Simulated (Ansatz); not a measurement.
An input for Ansatz 0.2.0 (VBiO4 (I4_1/a)):

```yaml
crystal:
  lattice:
    - [-2.56105292, 2.56105292, 5.7960647]
    - [2.56105292, -2.56105292, 5.7960647]
    - [2.56105292, 2.56105292, -5.7960647]
  atoms:
    - { symbol: V, position: [0.5, 0.5, 0.0] }
    - { symbol: V, position: [0.25, 0.75, 0.5] }
    - { symbol: Bi, position: [0.0, 0.0, 0.0] }
    - { symbol: Bi, position: [0.75, 0.25, 0.5] }
    - { symbol: O, position: [0.17085109, 0.56190276, 0.89100626] }
    - { symbol: O, position: [0.31190276, 0.9208965, 0.89105167] }
    - { symbol: O, position: [0.02984483, 0.42085109, 0.10894833] }
    - { symbol: O, position: [0.6708965, 0.27984483, 0.10899374] }
    - { symbol: O, position: [0.0791035, 0.97015517, 0.39100626] }
    - { symbol: O, position: [0.72015517, 0.82914891, 0.39105167] }
    - { symbol: O, position: [0.57914891, 0.68809724, 0.60899374] }
    - { symbol: O, position: [0.43809724, 0.3291035, 0.60894833] }
kpoints:
  mp_grid: { grid: [6, 6, 6] }
hamiltonian:
  xc: pbe
  pseudopotentials: { kind: paw, azcp: { folder: soft_1 } }
scf:
  occupations: { method: fixed }
dielectric: {}
```

```sh
ansatz run input.yaml --threads 2 --pin off --max-ram 92160MiB --backend cuda --events-out ev --progress --plain --runs-dir out --devices 1 --max-vram 13GiB
```

Q: How long will it take on 1 × NVIDIA H100 80GB HBM3 (shared by 6 runs) with 2 threads of AMD EPYC 7R13 (Zen 3), shared host, and how much memory?

It took 3.6 min; on shared hardware allow 1.8 min to 7.3 min. Peak host memory was 4.4 GiB.

[Paths, hosts, dates, memory and timing lines, banners, echoed tables and standing remarks are left out of the program output.]

[Logs are printed without paths, hosts, clocks, repeated set-up lines and the standing remarks that a program may print on its own settings, such as how far it seeks lower states.]

[Runs of the session that timed out or met a known fault of the program may be left out.]

[Cells called generated may have been cut or substituted from an entry of the Crystallography Open Database or the Materials Project.]

[Hosts, paths, dates, database ids (printed as entryN), source tags and the programs' standing remarks are cut or masked in the printed files.]
